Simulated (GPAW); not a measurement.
# A 8-layer slab of Sr(100) in an electric field, part 2 of 2

Wanted: the out-of-plane polarisability of a 8-layer slab of Sr(100).

GPAW 26.7.0; GPAW, PAW setups; slab in vacuum, relaxation (the session's first sound run).

So far. Step 5 (Field on): The dipole is now -0.270 e Å, against 9.1e-4 in the run without a field.

**7. In a field**

Contents of run.py:

```python
import json
import numpy as np
from ase import Atoms
from gpaw import GPAW, PW
from gpaw.external import ConstantElectricField

slab = Atoms(
    ['Sr', 'Sr', 'Sr', 'Sr', 'Sr', 'Sr', 'Sr', 'Sr'],
    positions=[
        [2.14960, 2.14960, 7.00000],
        [0.00000, 0.00000, 10.04000],
        [2.14960, 2.14960, 13.08000],
        [0.00000, 0.00000, 16.12000],
        [2.14960, 2.14960, 19.15844],
        [0.00000, -0.00000, 22.20126],
        [2.14960, 2.14960, 25.26881],
        [0.00000, 0.00000, 28.24300]],
    cell=[[4.29921, 0.0, 0.0], [0.0, 4.29921, 0.0], [0.0, 0.0, 35.28]],
    pbc=[True, True, False])

slab.calc = GPAW(mode=PW(400), xc='PBE', kpts={'size': (7, 7, 1), 'gamma': True},
                 occupations={'name': 'fermi-dirac', 'width': 0.1}, nbands='160%',
                 convergence={'density': 1e-05}, maxiter=200,
                 poissonsolver={'dipolelayer': 'xy'},
                 external=ConstantElectricField(0.05, [0, 0, 1]),
                 symmetry={'tolerance': 1e-3}, txt='slab.txt')
result = {}
energy = slab.get_potential_energy()
fermi = slab.calc.get_fermi_level()
v = slab.calc.get_electrostatic_potential().mean((0, 1)) - fermi
n = slab.calc.get_pseudo_density().mean((0, 1))
L = slab.cell[2, 2]
z = np.arange(len(v)) * L / len(v)
low, high = slab.positions[:, 2].min(), slab.positions[:, 2].max()
below, above = np.interp([low - 4.8, high + 4.8], z, v)
slopes = [np.interp(x, z, np.gradient(v, z)) for x in (low - 4.8, high + 4.8)]
eps = np.array([[slab.calc.get_eigenvalues(k, s) for k in range(len(slab.calc.get_ibz_k_points()))]
                for s in range(slab.calc.get_number_of_spins())]) - fermi
top, bottom = eps[eps < 0].max(), eps[eps > 0].min()
dipole = slab.get_dipole_moment()[2]
print(f'energy {energy:.4f} eV, Fermi level {fermi:.4f} eV, dipole {dipole:.5f} e A')
print(f'potential 4.8 A off the faces, from the Fermi level: lower {below:.4f} eV, upper {above:.4f} eV')
print(f'slope of the potential there: lower {slopes[0]:.5f}, upper {slopes[1]:.5f} eV/A')
print(f'nearest levels on the mesh: {top:.4f} and {bottom:.4f} eV')
print('magnetic moment', round(slab.get_magnetic_moment(), 3))
result.update(energy=energy, fermi=fermi, dipole=dipole, below=below, above=above, slopes=slopes, edges=[top, bottom],
              z=z.tolist(), v=v.tolist(), n=n.tolist(), positions=slab.positions.tolist(),
              forces=slab.get_forces(apply_constraint=False).tolist(), moments=slab.get_magnetic_moments().tolist())
json.dump(result, open('result.json', 'w'))
```

Launch:

```sh
OMP_NUM_THREADS=1 OPENBLAS_NUM_THREADS=1 python run.py
```

What it wrote:

```text
energy -12.5435 eV, Fermi level 1.6415 eV, dipole 0.13648 e A
potential 4.8 A off the faces, from the Fermi level: lower 3.2144 eV, upper 1.8788 eV
slope of the potential there: lower -0.00908, upper 0.00716 eV/A
nearest levels on the mesh: -0.0156 and 0.0204 eV
magnetic moment 0.0
```

It took 7.8 min on 1 thread of Intel Xeon Platinum 8488C (Sapphire Rapids), shared host; peak memory 0.65 GiB.

**8. In a field**

Changes to run.py since step 7:

```diff
@@ -24,3 +24,3 @@
                  poissonsolver={'dipolelayer': 'xy'},
-                 external=ConstantElectricField(0.05, [0, 0, 1]),
+                 external=ConstantElectricField(0.1, [0, 0, 1]),
                  symmetry={'tolerance': 1e-3}, txt='slab.txt')
```

What it wrote:

```text
energy -12.5536 eV, Fermi level 1.6402 eV, dipole 0.27206 e A
potential 4.8 A off the faces, from the Fermi level: lower 3.8826 eV, upper 1.2204 eV
slope of the potential there: lower -0.01030, upper 0.00638 eV/A
nearest levels on the mesh: -0.0156 and 0.0205 eV
magnetic moment 0.0
```

The job ended after 8.4 min (1 thread; peak memory 0.65 GiB).

The dipole is now 0.272 e Å, against 9.1e-4 in the run without a field.

**9. Field on**

Changes to run.py since step 8:

```diff
@@ -24,3 +24,3 @@
                  poissonsolver={'dipolelayer': 'xy'},
-                 external=ConstantElectricField(0.1, [0, 0, 1]),
+                 external=ConstantElectricField(0.2, [0, 0, 1]),
                  symmetry={'tolerance': 1e-3}, txt='slab.txt')
```

What it wrote:

```text
energy -12.5942 eV, Fermi level 1.6358 eV, dipole 0.54367 e A
potential 4.8 A off the faces, from the Fermi level: lower 5.2291 eV, upper -0.0905 eV
slope of the potential there: lower -0.01344, upper 0.00514 eV/A
nearest levels on the mesh: -0.0154 and 0.0206 eV
magnetic moment 0.0
```

The job ended after 6.9 min (1 thread; peak memory 0.66 GiB).

The dipole is now 0.544 e Å, against 9.1e-4 in the run without a field.

**10. Field on**

Changes to run.py since step 9:

```diff
@@ -24,3 +24,3 @@
                  poissonsolver={'dipolelayer': 'xy'},
-                 external=ConstantElectricField(0.2, [0, 0, 1]),
+                 external=ConstantElectricField(0.3, [0, 0, 1]),
                  symmetry={'tolerance': 1e-3}, txt='slab.txt')
```

What it wrote:

```text
energy -12.6618 eV, Fermi level 1.6282 eV, dipole 0.81595 e A
potential 4.8 A off the faces, from the Fermi level: lower 6.5904 eV, upper -1.3924 eV
slope of the potential there: lower -0.01791, upper 0.00424 eV/A
nearest levels on the mesh: -0.0151 and 0.0208 eV
magnetic moment 0.0
```

It took 7.6 min on 1 thread; peak memory 0.66 GiB.

The dipole is now 0.816 e Å, against 9.1e-4 in the run without a field.

**11. The series**

The members are put on one axis.

This step: induced dipole against applied field (GPAW 26.7.0).

Dipole along the normal against field:

| field (V/Å) | dipole along the normal (e·Å) |
| --- | --- |
| -0.200 | -0.542 |
| -0.100 | -0.270 |
| -0.050 | -0.135 |
| 0.000 | 9.1e-4 |
| 0.050 | 0.136 |
| 0.100 | 0.272 |
| 0.200 | 0.544 |
| 0.300 | 0.816 |

**12. What came out**

```
work function, upper and lower face            : 2.540 and 2.549 eV
dipole along the normal                        : 9.1e-4 e Å
induced dipole per field                       : 2.71 e Å per V/Å
out-of-plane polarisability per area, α/(ε0 A) : 26.6 Å
```

What this shows: The field induces 2.71 e Å per V/Å, a polarisable thickness α/(ε0 A) of 26.6 Å beside 21.2 Å between the outermost nuclei. A perfect conductor would give the distance between its two image planes; a dielectric of thickness t gives t(1 - 1/ε). The measured value for polycrystalline Sr, which weights the faces of low work function, is 2.59 eV (as compiled in "Anisotropic work function of elemental crystals", 2019, arxiv:1902.07811); the relaxed upper face lies 0.050 eV under it with PBE. Measured work functions scatter by a tenth of an eV or more between methods. The induced dipole is linear in the field over this range. The small printed dipole stands for a step of -8.9 meV from the lower to the upper face, and the probes find -8.8 meV; values this small are near the numerical noise of both. The in-plane lattice was kept as typed, which isn't the functional's own and leaves some strain; spin-orbit coupling and temperature are left out.

[Logs are printed without paths, hosts, clocks, repeated set-up lines and the standing remarks that a program may print on its own settings, such as how far it seeks lower states.]

[Hosts, paths, dates, database ids (printed as entryN), source tags and the programs' standing remarks are cut or masked in the printed files.]
